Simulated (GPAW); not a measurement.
# KZnF3 (Pm-3m): G0W0 with GPAW, start to end

Wanted: ground state, empty states, screening and self-energy for KZnF3 (Pm-3m).

Method: PBE and many-body steps on it, plane waves, in GPAW 26.7.0.

## Step 1: Starting point

The structure is cubic, space group Pm-3m (No. 221). Conventional cell: a = 4.050 Å, b = 4.050 Å, c = 4.050 Å, α = 90.00°, β = 90.00°, γ = 90.00°. Nearest to K lie 12 F at 2.86 Å. Nearest to Zn lie 6 F at 2.03 Å. Nearest to F lie 2 Zn at 2.03 Å and 4 K at 2.86 Å. Farther neighbours and most contacts between anions are not listed.

Coordinates:

```cif
data_structure
_symmetry_space_group_name_H-M 'Pm-3m'
_symmetry_Int_Tables_number 221
_cell_length_a 4.0500
_cell_length_b 4.0500
_cell_length_c 4.0500
_cell_angle_alpha 90.000
_cell_angle_beta 90.000
_cell_angle_gamma 90.000
_cell_volume 66.43
loop_
_atom_site_label
_atom_site_type_symbol
_atom_site_symmetry_multiplicity
_atom_site_Wyckoff_symbol
_atom_site_fract_x
_atom_site_fract_y
_atom_site_fract_z
_atom_site_occupancy
K1 K 1 a 0.00000 0.00000 0.00000 1
Zn1 Zn 1 b 0.50000 0.50000 0.50000 1
F1 F 3 c 0.50000 0.50000 0.00000 1
```

The cell and positions come from the Crystallography Open Database and are kept as given unless a step says otherwise.

## Step 2: Ground state

This step: GPAW 26.7.0; DFT, PBE, plane waves, PAW.

The ground-state density comes first.

run.py

```python
import json
import numpy as np
from gpaw.mpi import world
from ase import Atoms
from gpaw import GPAW, PW, FermiDirac

atoms = Atoms(['K', 'Zn', 'F', 'F', 'F'],
    cell=[[4.0500000000, 0.0000000000, 0.0000000000],
      [0.0000000000, 4.0500000000, 0.0000000000],
      [0.0000000000, 0.0000000000, 4.0500000000]],
    scaled_positions=[[0.0000000000, 0.0000000000, 0.0000000000],
      [0.5000000000, 0.5000000000, 0.5000000000],
      [0.5000000000, 0.5000000000, 0.0000000000],
      [0.0000000000, 0.5000000000, 0.5000000000],
      [0.5000000000, 0.0000000000, 0.5000000000]],
    pbc=(True, True, True))
calc = GPAW(mode=PW(600),
    xc='PBE',
    kpts={'size': (6, 6, 6), 'gamma': True},
    occupations=FermiDirac(0.001),
    nbands=-8,
    convergence={'density': 1e-6, 'bands': -3},
    maxiter=100,
    txt='gs.txt')
atoms.calc = calc
res = {'energy': atoms.get_potential_energy()}
kpts = calc.get_ibz_k_points()
res['kpts'] = kpts
res['eigenvalues'] = [calc.get_eigenvalues(kpt=k) for k in range(len(kpts))]
res['n_electrons'] = calc.get_number_of_electrons()
calc.write('gs.gpw')

if world.rank == 0:
    with open('result.json', 'w') as f:
        json.dump(res, f, default=lambda x: x.tolist())
```

The run is started by

```
mpirun -n 4 gpaw python run.py
```

Numbers of over 12 decimals in the logs are rounded to 6 here.

The log of the run:

```text
__  _  _
 | _ |_)|_||  |
 |__||  | ||/\| - 26.7.0

Input parameters:
  mode=PW(ecut=600.0),
  convergence={'density': 1e-06, 'bands': -3},
  kpts=MonkhorstPack(size=(6, 6, 6), gamma=True),
  maxiter=100,
  nbands=-8,
  occupations=Occupations(name='fermi-dirac', width=0.001, fixmagmom=False),
  xc=XC(name='PBE')
  [... matrices ...]
Diagonalizing LCAO Hamiltonian
Converting LCAO to pw mode
   .---------.
  /|         |
 * |         |
 |F|   Zn    |
 | |         |
 | .--F------.
 |/    F    /
 K---------*

Atoms  # Å, Bohr magnetons
|   | symbol |        x |        y |        z |    initial magnetic moments |
| 0 |      K | 0.000000 | 0.000000 | 0.000000 | ( 0.0000,  0.0000,  0.0000) |
| 1 |     Zn | 2.025000 | 2.025000 | 2.025000 | ( 0.0000,  0.0000,  0.0000) |
| 2 |      F | 2.025000 | 2.025000 | 0.000000 | ( 0.0000,  0.0000,  0.0000) |
| 3 |      F | 0.000000 | 2.025000 | 2.025000 | ( 0.0000,  0.0000,  0.0000) |
| 4 |      F | 2.025000 | 0.000000 | 2.025000 | ( 0.0000,  0.0000,  0.0000) |

Unit cell  # Å
| periodic |        x |        y |        z |  lengths |    angles |
|      yes | 4.050000 | 0.000000 | 0.000000 | 4.050000 | 90.000000 |
|      yes | 0.000000 | 4.050000 | 0.000000 | 4.050000 | 90.000000 |
|      yes | 0.000000 | 0.000000 | 4.050000 | 4.050000 | 90.000000 |

Number of symmetries: 48
Symmetry operations  # r_c * U_cc + t_c -> r_c
|    | kind |            matrix            |
|  0 |  E   |  1, 0, 0,  0, 1, 0,  0, 0, 1 |
|  1 |  σ   |  1, 0, 0,  0, 1, 0,  0, 0,-1 |
|  2 |  σ   |  1, 0, 0,  0, 0, 1,  0, 1, 0 |
|  3 |  C4  |  1, 0, 0,  0, 0, 1,  0,-1, 0 |
|  4 |  C4  |  1, 0, 0,  0, 0,-1,  0, 1, 0 |
|  5 |  σ   |  1, 0, 0,  0, 0,-1,  0,-1, 0 |
|  6 |  σ   |  1, 0, 0,  0,-1, 0,  0, 0, 1 |
|  7 |  C2  |  1, 0, 0,  0,-1, 0,  0, 0,-1 |
|  8 |  σ   |  0, 1, 0,  1, 0, 0,  0, 0, 1 |
|  9 |  C2  |  0, 1, 0,  1, 0, 0,  0, 0,-1 |
| 10 |  C3  |  0, 1, 0,  0, 0, 1,  1, 0, 0 |
| 11 |  S6  |  0, 1, 0,  0, 0, 1, -1, 0, 0 |
| 12 |  S6  |  0, 1, 0,  0, 0,-1,  1, 0, 0 |
| 13 |  C3  |  0, 1, 0,  0, 0,-1, -1, 0, 0 |
| 14 |  C4  |  0, 1, 0, -1, 0, 0,  0, 0, 1 |
| 15 |  S4  |  0, 1, 0, -1, 0, 0,  0, 0,-1 |
| 16 |  C3  |  0, 0, 1,  1, 0, 0,  0, 1, 0 |
| 17 |  S6  |  0, 0, 1,  1, 0, 0,  0,-1, 0 |
| 18 |  σ   |  0, 0, 1,  0, 1, 0,  1, 0, 0 |
| 19 |  C4  |  0, 0, 1,  0, 1, 0, -1, 0, 0 |
| 20 |  C2  |  0, 0, 1,  0,-1, 0,  1, 0, 0 |
| 21 |  S4  |  0, 0, 1,  0,-1, 0, -1, 0, 0 |
| 22 |  S6  |  0, 0, 1, -1, 0, 0,  0, 1, 0 |
| 23 |  C3  |  0, 0, 1, -1, 0, 0,  0,-1, 0 |
| 24 |  S6  |  0, 0,-1,  1, 0, 0,  0, 1, 0 |
| 25 |  C3  |  0, 0,-1,  1, 0, 0,  0,-1, 0 |
| 26 |  C4  |  0, 0,-1,  0, 1, 0,  1, 0, 0 |
| 27 |  σ   |  0, 0,-1,  0, 1, 0, -1, 0, 0 |
| 28 |  S4  |  0, 0,-1,  0,-1, 0,  1, 0, 0 |
| 29 |  C2  |  0, 0,-1,  0,-1, 0, -1, 0, 0 |
| 30 |  C3  |  0, 0,-1, -1, 0, 0,  0, 1, 0 |
| 31 |  S6  |  0, 0,-1, -1, 0, 0,  0,-1, 0 |
| 32 |  C4  |  0,-1, 0,  1, 0, 0,  0, 0, 1 |
| 33 |  S4  |  0,-1, 0,  1, 0, 0,  0, 0,-1 |
| 34 |  S6  |  0,-1, 0,  0, 0, 1,  1, 0, 0 |
| 35 |  C3  |  0,-1, 0,  0, 0, 1, -1, 0, 0 |
| 36 |  C3  |  0,-1, 0,  0, 0,-1,  1, 0, 0 |
| 37 |  S6  |  0,-1, 0,  0, 0,-1, -1, 0, 0 |
| 38 |  σ   |  0,-1, 0, -1, 0, 0,  0, 0, 1 |
| 39 |  C2  |  0,-1, 0, -1, 0, 0,  0, 0,-1 |
| 40 |  σ   | -1, 0, 0,  0, 1, 0,  0, 0, 1 |
| 41 |  C2  | -1, 0, 0,  0, 1, 0,  0, 0,-1 |
| 42 |  C2  | -1, 0, 0,  0, 0, 1,  0, 1, 0 |
| 43 |  S4  | -1, 0, 0,  0, 0, 1,  0,-1, 0 |
| 44 |  S4  | -1, 0, 0,  0, 0,-1,  0, 1, 0 |
| 45 |  C2  | -1, 0, 0,  0, 0,-1,  0,-1, 0 |
| 46 |  C2  | -1, 0, 0,  0,-1, 0,  0, 0, 1 |
| 47 |  i   | -1, 0, 0,  0,-1, 0,  0, 0,-1 |

BZ-sampling:
  Number of BZ points: 216
  Number of IBZ points: 20

  Monkhorst-Pack size: [6, 6, 6]
  Monkhorst-Pack shift: [0.083333, 0.083333, 0.083333]

K-points  # in reciprocal-cell coordinates
|     |                                coordinates |     weight |
|   0 | (  0.00000000,   0.00000000,   0.00000000) | 0.00462963 |
|   1 | (  0.16666667,   0.00000000,   0.00000000) | 0.02777778 |
|   2 | (  0.16666667,   0.16666667,   0.00000000) | 0.05555556 |
|   3 | (  0.16666667,   0.16666667,   0.16666667) | 0.03703704 |
|   4 | (  0.33333333,   0.00000000,   0.00000000) | 0.02777778 |
|   5 | (  0.33333333,   0.16666667,   0.00000000) | 0.11111111 |
|   6 | (  0.33333333,   0.16666667,   0.16666667) | 0.11111111 |
|   7 | (  0.33333333,   0.33333333,   0.00000000) | 0.05555556 |
|   8 | (  0.33333333,   0.33333333,   0.16666667) | 0.11111111 |
|   9 | (  0.33333333,   0.33333333,   0.33333333) | 0.03703704 |
| ... |                                            |            |
|  19 | (  0.50000000,   0.50000000,   0.50000000) | 0.00462963 |

Plane wave coefficients: 2272
Cutoff: 600.0 eV

Spin-components: 1 (collinear spins)
Bands:           29
Projectors:      26
Spin-degeneracy: 2
Datatype:        complex128

  Storage: CPU
  Wave functions: 20_462_400 bytes (5_115_600 per core)
  Projectors: 21_168_000 bytes (5_292_000 per core)
  [... matrices ...]
Parallelization:
  kpt:    4
  domain: 1
  band:   1

Density:
  Valence electrons: 42.0
  Components: 1
  Grid points: [24 24 24]
  Charge: 0.0  # |e|

Potential:
  Grid points: [24 24 24]

species:
  K:
    name:    Potassium
    Z:       19.0
    valence: 9
    core:    10
    charge:  0.0  # [|e|]
    compensation charges:
      type: gauss
      rc: 0.35  # [Å]
      lmax: 2
    cutoffs:
      filter: 1.91  # [Å]
      core: 1.27  # [Å]
    projectors
    | kind |    occ | energy [eV] | rcut [Å] |
    |   3s |  2.000 |     -35.338 |    1.122 |
    |   4s |  1.000 |      -2.319 |    1.122 |
    |   3p |  6.000 |     -18.813 |    1.106 |
    |    p |        |       8.398 |    1.106 |
    |    d |        |       0.000 |    0.937 |

    Using partial waves for K as LCAO basis

  Zn:
    name:    Zinc
    Z:       30.0
    valence: 12
    core:    18
    charge:  0.0  # [|e|]
    compensation charges:
      type: gauss
      rc: 0.37  # [Å]
      lmax: 2
    cutoffs:
      filter: 2.14  # [Å]
      core: 2.28  # [Å]
    projectors
    | kind |    occ | energy [eV] | rcut [Å] |
    |   4s |  2.000 |      -5.977 |    1.286 |
    |   4p |  0.000 |      -1.117 |    1.270 |
    |   3d | 10.000 |     -10.142 |    1.180 |
    |    s |        |      21.234 |    1.286 |
    |    p |        |      26.095 |    1.270 |
    |    d |        |      17.070 |    1.180 |

    Using partial waves for Zn as LCAO basis

  F:
    name:    Fluorine
    Z:       9.0
    valence: 7
    core:    2
    charge:  0.0  # [|e|]
    compensation charges:
      type: gauss
      rc: 0.20  # [Å]
      lmax: 2
    cutoffs:
      filter: 1.14  # [Å]
      core: 0.74  # [Å]
    projectors
    | kind |    occ | energy [eV] | rcut [Å] |
    |   2s |  2.000 |     -29.898 |    0.635 |
    |   2p |  5.000 |     -11.110 |    0.635 |
    |    s |        |      -2.687 |    0.635 |
    |    p |        |      16.102 |    0.635 |
    |    d |        |       0.000 |    0.635 |

    Using partial waves for F as LCAO basis

Reference energy: -73385.822227  # eV

eigensolver:
  PPCG
  Converge bands: -3
  niter=2

density mixing:
  MSR1-Mixer
  Pratt-step length: 0.05
  Maximum mixing coefficient: 0.75
  Old densities: 10
  SVD Regularization: 0.005
  Good broyden scale: 1.0
  Trust region scale: 1.0
  Backstep threshold: 4.0
  History deletion threshold: 6.0
  Fourier metric: weight=20.0, sigma=0.015

occupation numbers:
  Fermi-Dirac:
    width: 0.0010  # eV

poisson solver:
  ecut: 4800.0  # eV

xc functional:
  name: PBE with 2 nearest neighbor stencil

Initialization done in: 2.555 s

convergence criteria:
- Maximum integral of absolute [dens]ity change: 1e-06 electrons / valence electron
- Maximum [total energy] change in last 3 cyles: 0.0005 eV / valence electron
- Maximum integral of absolute [eigenst]ate change: 4e-08 eV^2 / valence electron
maximum number of iterations: 100

SCF iterations
|iter     |     time |      energy | eigst |  dens |
|iter:   1|  |  -21.834426 | +0.63 |       |
|iter:   2|  |  -21.466929 | +0.04 | -1.17 |
|iter:   3|  |  -20.353677 | -0.18 | -1.21 |
|iter:   4|  |  -20.349032 | -1.61 | -1.66 |
|iter:   5|  |  -20.353488c| -2.07 | -1.98 |
|iter:   6|  |  -20.353817c| -3.33 | -2.89 |
|iter:   7|  |  -20.353875c| -4.03 | -3.31 |
|iter:   8|  |  -20.353882c| -4.53 | -3.89 |
|iter:   9|  |  -20.353882c| -5.14 | -4.53 |
|iter:  10|  |  -20.353882c| -5.62 | -5.13 |
|iter:  11|  |  -20.353882c| -6.05 | -6.03c|
|iter:  12|  |  -20.353882c| -6.58 | -6.46c|
|iter:  13|  |  -20.353882c| -7.09 | -7.86c|
|iter:  14|  |  -20.353882c| -7.51c| -8.16c|

Converged in 14 steps
SCF loop duration: 13.909 s (0.993 s/step)
Energy contributions relative to reference atoms: (reference = -73385.822227)
  [... matrices ...]
Energy contributions:
  Kinetic:          43.358326
  Coulomb:         -37.812670
  Zero:             -0.022890
  External:          0.000000
  Xc:              -25.876648
  Entropy:          -0.000000
  Spinorbit:         0.000000
  ----------------------------
  Free energy:     -20.353882
  Extrapolated:    -20.353882

dipole moment: (-26.839432, -26.839432, -26.839432)  # |e|*Ang

Fermi level: 3.647
Eigenvalues  # (at kpt = [0.000, 0.000, 0.000])
| band index |      eig [eV] | occ [0-2] |
|          0 |       -25.258 |     2.000 |
|        ... |               |           |
|         13 |        -1.254 |     2.000 |
|         14 |        -1.254 |     2.000 |
|         15 |        -0.271 |     2.000 |
|         16 |        -0.271 |     2.000 |
|         17 |        -0.271 |     2.000 |
|         18 |        -0.061 |     2.000 |
|         19 |        -0.061 |     2.000 |
|         20 |        -0.061 |     2.000 |
|         21 |         5.610 |     0.000 |
|         22 |        10.491 |     0.000 |
|         23 |        10.491 |     0.000 |
|         24 |        11.224 |     0.000 |
|         25 |        12.753 |     0.000 |
|         26 |        12.753 |     0.000 |
|         27 |        12.753 |     0.000 |
|         28 |        15.950 |     0.000 |

Gap: 3.811 eV
Transition (v -> c):
  (s=0, k=19, n=20, [0.50, 0.50, 0.50]) -> (s=0, k=0, n=21, [0.00, 0.00, 0.00])
Direct/indirect transitions are different
Direct gap: 5.670 eV
Transition at: (s=0, k=0, n=20, [0.00, 0.00, 0.00])
# Writing to gs.gpw (mode='')
  [... matrices ...]
```

Wall time 19 s (4 MPI ranks of Arm Neoverse N1, shared host); peak memory 0.72 GiB.

This step gave:

```
total energy               : -20.35 eV
gap                        : 3.811 eV
k of the valence top       : 0.5, 0.5, 0.5
k of the conduction bottom : 0, 0, 0
least direct gap           : 5.670 eV
```

The gap is indirect, with the least direct gap 1.86 eV higher.

## Step 3: Bands along the symmetry lines

The cheap functional maps the bands first; the places of the edges decide which points the dearer methods must see.

run.py

```python
import json
import numpy as np
from gpaw.mpi import world
from gpaw import GPAW

path = [[0.000000, 0.000000, 0.000000],
    [0.000000, 0.062500, 0.000000],
    [0.000000, 0.125000, 0.000000],
    [0.000000, 0.187500, 0.000000],
    [0.000000, 0.250000, 0.000000],
    [0.000000, 0.312500, 0.000000],
    [0.000000, 0.375000, 0.000000],
    [0.000000, 0.437500, 0.000000],
    [0.000000, 0.500000, 0.000000],
    [0.062500, 0.500000, 0.000000],
    [0.125000, 0.500000, 0.000000],
    [0.187500, 0.500000, 0.000000],
    [0.250000, 0.500000, 0.000000],
    [0.312500, 0.500000, 0.000000],
    [0.375000, 0.500000, 0.000000],
    [0.437500, 0.500000, 0.000000],
    [0.500000, 0.500000, 0.000000],
    [0.437500, 0.437500, 0.000000],
    [0.375000, 0.375000, 0.000000],
    [0.312500, 0.312500, 0.000000],
    [0.250000, 0.250000, 0.000000],
    [0.187500, 0.187500, 0.000000],
    [0.125000, 0.125000, 0.000000],
    [0.062500, 0.062500, 0.000000],
    [0.000000, 0.000000, 0.000000],
    [0.062500, 0.062500, 0.062500],
    [0.125000, 0.125000, 0.125000],
    [0.187500, 0.187500, 0.187500],
    [0.250000, 0.250000, 0.250000],
    [0.312500, 0.312500, 0.312500],
    [0.375000, 0.375000, 0.375000],
    [0.437500, 0.437500, 0.437500],
    [0.500000, 0.500000, 0.500000],
    [0.437500, 0.500000, 0.437500],
    [0.375000, 0.500000, 0.375000],
    [0.312500, 0.500000, 0.312500],
    [0.250000, 0.500000, 0.250000],
    [0.187500, 0.500000, 0.187500],
    [0.125000, 0.500000, 0.125000],
    [0.062500, 0.500000, 0.062500],
    [0.000000, 0.500000, 0.000000],
    [0.500000, 0.500000, 0.500000],
    [0.500000, 0.500000, 0.437500],
    [0.500000, 0.500000, 0.375000],
    [0.500000, 0.500000, 0.312500],
    [0.500000, 0.500000, 0.250000],
    [0.500000, 0.500000, 0.187500],
    [0.500000, 0.500000, 0.125000],
    [0.500000, 0.500000, 0.062500],
    [0.500000, 0.500000, 0.000000]]
calc = GPAW('gs.gpw').fixed_density(kpts=path,
    symmetry='off',
    nbands=31,
    convergence={'bands': 27},
    txt='bands.txt')
res = {}
kpts = calc.get_ibz_k_points()
res['kpts'] = kpts
res['eigenvalues'] = [calc.get_eigenvalues(kpt=k) for k in range(len(kpts))]
res['n_electrons'] = calc.get_number_of_electrons()

if world.rank == 0:
    with open('result.json', 'w') as f:
        json.dump(res, f, default=lambda x: x.tolist())
```

The run is started by

```
mpirun -n 4 gpaw python run.py
```

The log of the run:

```text
Diagonalizing LCAO Hamiltonian
Converting LCAO to pw mode
convergence criteria:
- Maximum integral of absolute [eigenst]ate change: 4e-08 eV^2 / valence electron
maximum number of iterations: 100

SCF iterations
|iter     |     time |      energy | eigst |  dens |
|iter:   1|  |             | +1.74 |       |
|iter:   2|  |             | +1.27 |       |
|iter:   3|  |             | +0.97 |       |
[...]
|iter:  23|  |             | -6.79 |       |
|iter:  24|  |             | -7.18 |       |
|iter:  25|  |             | -7.46c|       |
SCF steps: 25
  __  _  _
 | _ |_)|_||  |
 |__||  | ||/\| - 26.7.0

Input parameters:
  mode=PW(ecut=600.0),
  convergence={'bands': 27},
  gpts=array([24, 24, 24]),
  kpts=KPoints(kpts=array([[0.    , 0.    , 0.    ],
         [0.    , 0.0625, 0.    ],
         [0.    , 0.125 , 0.    ],
         [0.    , 0.1875, 0.    ],
         [0.    , 0.25  , 0.    ],
         [0.    , 0.3125, 0.    ],
         [0.    , 0.375 , 0.    ],
         [0.    , 0.4375, 0.    ],
[...]
[0.0625, 0.5   , 0.    ],
[...]
[0.1875, 0.5   , 0.    ],
[...]
[0.3125, 0.5   , 0.    ],
[...]
[0.4375, 0.5   , 0.    ],
[...]
[0.4375, 0.4375, 0.    ],
[...]
[0.3125, 0.3125, 0.    ],
[...]
[0.1875, 0.1875, 0.    ],
[...]
[0.0625, 0.0625, 0.    ],
[...]
[0.0625, 0.0625, 0.0625],
[...]
[0.1875, 0.1875, 0.1875],
[...]
[0.3125, 0.3125, 0.3125],
[...]
[0.4375, 0.4375, 0.4375],
[...]
[0.4375, 0.5   , 0.4375],
[...]
[0.3125, 0.5   , 0.3125],
[...]
[0.1875, 0.5   , 0.1875],
[...]
[0.0625, 0.5   , 0.0625],
[...]
[0.5   , 0.5   , 0.4375],
[...]
[0.5   , 0.5   , 0.3125],
         [0.5   , 0.5   , 0.25  ],
         [0.5   , 0.5   , 0.1875],
         [0.5   , 0.5   , 0.125 ],
         [0.5   , 0.5   , 0.0625],
         [0.5   , 0.5   , 0.    ]])),
  maxiter=100,
  nbands=31,
  occupations=Occupations(name='fermi-dirac', width=0.001, fixmagmom=False),
  parallel={},
  symmetry=Symmetry(point_group=False, time_reversal=False),
  xc=XC(name='PBE')
  [... matrices ...]
timing:  # [seconds]
  Total: 0.052  # ━━━━━━━━━━━━━━━━━━━━━━━━━━━━━━━━━━━━━━━━━━━━━━━━━━━━━━━━━━━
```

Elapsed: 52 s, on 4 MPI ranks; peak memory 0.82 GiB; 3.5 min of CPU time.

This step gave:

```yaml
gap: 3.811 eV
k_of_the_valence_top: 0.5, 0.5, 0.5
k_of_the_conduction_bottom: 0, 0, 0
least_direct_gap: 5.670 eV
```

The gap is 3.811 eV, as in the run before at this level.

The electronic bands at the labelled points (eV, zero at the top of the highest filled band):

| point | band 18 | band 19 | band 20 | band 21 | band 22 | band 23 | band 24 | band 25 |
| --- | --- | --- | --- | --- | --- | --- | --- | --- |
| Γ | -2.07 | -1.86 | -1.86 | -1.86 | 3.81 | 8.69 | 8.69 | 9.43 |
| halfway | -2.02 | -1.80 | -1.80 | -1.78 | 4.94 | 8.94 | 9.14 | 10.13 |
| X | -2.03 | -1.70 | -1.70 | -1.58 | 6.58 | 8.31 | 9.63 | 11.02 |
| halfway | -1.90 | -1.75 | -1.66 | -0.64 | 7.16 | 8.91 | 10.11 | 10.63 |
| M | -1.79 | -1.79 | -1.51 | 0.00 | 8.06 | 10.11 | 10.15 | 10.15 |
| halfway | -1.91 | -1.89 | -1.82 | -1.02 | 5.78 | 9.34 | 9.68 | 10.35 |
| Γ | -2.07 | -1.86 | -1.86 | -1.86 | 3.81 | 8.69 | 8.69 | 9.43 |
| halfway | -1.99 | -1.79 | -1.05 | -1.05 | 6.40 | 9.74 | 9.74 | 10.51 |
| R | -1.49 | -1.49 | 0.00 | 0.00 | 8.42 | 8.42 | 8.42 | 10.26 |
| halfway | -1.74 | -1.63 | -1.12 | -0.51 | 7.53 | 9.02 | 9.78 | 10.62 |
| X | -2.03 | -1.70 | -1.70 | -1.58 | 6.58 | 8.31 | 9.63 | 11.02 |
| jump to R | -1.49 | -1.49 | 0.00 | 0.00 | 8.42 | 8.42 | 8.42 | 10.26 |
| halfway | -1.71 | -1.50 | -0.93 | 0.00 | 8.21 | 9.07 | 9.07 | 10.81 |
| M | -1.79 | -1.79 | -1.51 | 0.00 | 8.06 | 10.11 | 10.15 | 10.15 |

## Step 4: Empty states on the mesh, 4×4×4 mesh, 315 bands

The sums over transitions need many empty states on a uniform mesh; this step solves for them.

run.py

```python
import json
import numpy as np
from gpaw.mpi import world
from gpaw import GPAW

calc = GPAW('gs.gpw').fixed_density(kpts={'size': (4, 4, 4), 'gamma': True},
    parallel={'domain': 1, 'band': 1},
    txt='nscf.txt')
calc.diagonalize_full_hamiltonian(nbands=315)
calc.write('full.gpw', mode='all')
res = {}
kpts = calc.get_ibz_k_points()
res['kpts'] = kpts
res['eigenvalues'] = [calc.get_eigenvalues(kpt=k) for k in range(len(kpts))]
res['n_electrons'] = calc.get_number_of_electrons()

if world.rank == 0:
    with open('result.json', 'w') as f:
        json.dump(res, f, default=lambda x: x.tolist())
```

The run is started by

```
mpirun -n 4 gpaw python run.py
```

The log of the run:

```text
Diagonalizing LCAO Hamiltonian
Converting LCAO to pw mode
convergence criteria:
- Maximum integral of absolute [eigenst]ate change: 4e-08 eV^2 / valence electron
maximum number of iterations: 100

SCF iterations
|iter     |     time |      energy | eigst |  dens |
|iter:   1|  |             | +0.72 |       |
|iter:   2|  |             | +0.93 |       |
|iter:   3|  |             | +0.69 |       |
[...]
|iter:  21|  |             | -7.12 |       |
|iter:  22|  |             | -7.30 |       |
|iter:  23|  |             | -7.55c|       |
SCF steps: 23
  __  _  _
 | _ |_)|_||  |
 |__||  | ||/\| - 26.7.0

Input parameters:
  mode=PW(ecut=600.0),
  convergence={'density': 1e-06, 'bands': -3},
  gpts=array([24, 24, 24]),
  kpts=MonkhorstPack(size=(4, 4, 4), gamma=True),
  maxiter=100,
  nbands=29,
  occupations=Occupations(name='fermi-dirac', width=0.001, fixmagmom=False),
  parallel={'domain': 1, 'band': 1},
  xc=XC(name='PBE')
Matrix size: 2208x2208
# Writing to full.gpw (mode='all')
  [... matrices ...]

timing:  # [seconds]
  Total: 54.182  # ━━━━━━━━━━━━━━━━━━━━━━━━━━━━━━━━━━━━━━━━━━━━━━━━━━━━━━━━━━
```

Run time: 70 s. Hardware: 4 MPI ranks; peak memory 2.3 GiB; 4.6 min of CPU time.

Numbers from this step:

```
gap                                                           : 3.811 eV
k of the valence top                                          : 0.5, 0.5, 0.5
k of the conduction bottom                                    : 0, 0, 0
least direct gap                                              : 5.670 eV
k points computed                                             : 10
lowest point of the top converged band, above the valence top : 150.4144 eV
```

On this mesh the gap is 3.811 eV.

[end of part 1 of 2]

[Paths, hosts, dates, memory and timing lines, banners, echoed tables and standing remarks are left out of the program output.]

[Logs are printed without paths, hosts, clocks, repeated set-up lines and the standing remarks that a program may print on its own settings, such as how far it seeks lower states.]

[Runs of the session that timed out or met a known fault of the program may be left out.]

[Hosts, paths, dates, database ids (printed as entryN), source tags and the programs' standing remarks are cut or masked in the printed files.]
